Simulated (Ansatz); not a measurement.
An input for Ansatz 0.2.0 (Bi2Se3 (Paraguanajuatite)):

```yaml
crystal:
  lattice:
    - [2.0715, 1.1959810826, 9.5453333333]
    - [-2.0715, 1.1959810826, 9.5453333333]
    - [0.0, -2.3919621653, 9.5453333333]
  atoms:
    - { symbol: Bi, position: [0.4008, 0.4008, 0.4008] }
    - { symbol: Bi, position: [0.5992, 0.5992, 0.5992] }
    - { symbol: Se, position: [0.0, 0.0, 0.0] }
    - { symbol: Se, position: [0.2117, 0.2117, 0.2117] }
    - { symbol: Se, position: [0.7883, 0.7883, 0.7883] }
kpoints:
  mp_grid: { grid: [4, 4, 4] }
hamiltonian:
  xc: pbe
  pseudopotentials: { kind: nc }
scf:
  occupations: { method: fixed }
gw:
  n_empty_bands: 322
  ecut_chi: 100
  qp_bands: [v2, c2]
  qp_kpoints: band_edges
  screening: { model: contour_deformation }
```

```sh
ansatz run input.yaml --threads 2 --pin off --max-ram 92160MiB --backend cuda --events-out ev --progress --plain --runs-dir out --devices 1 --max-vram 13GiB
```

Question: Estimate wall time and host memory on 1 × NVIDIA H100 80GB HBM3 (shared by 6 runs) with 2 threads of AMD EPYC 7R13 (Zen 3), shared host.

It took 81 s; on shared hardware allow 41 s to 2.7 min. Peak host memory was 2.8 GiB. The sizes that set the cost: 12917 plane waves a state, 13 irreducible k points, 361 bands summed, 321 plane waves in the screening and 9 SCF cycles.

The screening grows as filled bands × empty bands × pairs of k points, times the square of the screening basis for the matrix.

[Paths, hosts, dates, memory and timing lines, banners, echoed tables and standing remarks are left out of the program output.]

[Logs are printed without paths, hosts, clocks, repeated set-up lines and the standing remarks that a program may print on its own settings, such as how far it seeks lower states.]

[Runs of the session that timed out or met a known fault of the program may be left out.]

[Cells called generated may have been cut or substituted from an entry of the Crystallography Open Database or the Materials Project.]

[Hosts, paths, dates, database ids (printed as entryN), source tags and the programs' standing remarks are cut or masked in the printed files.]
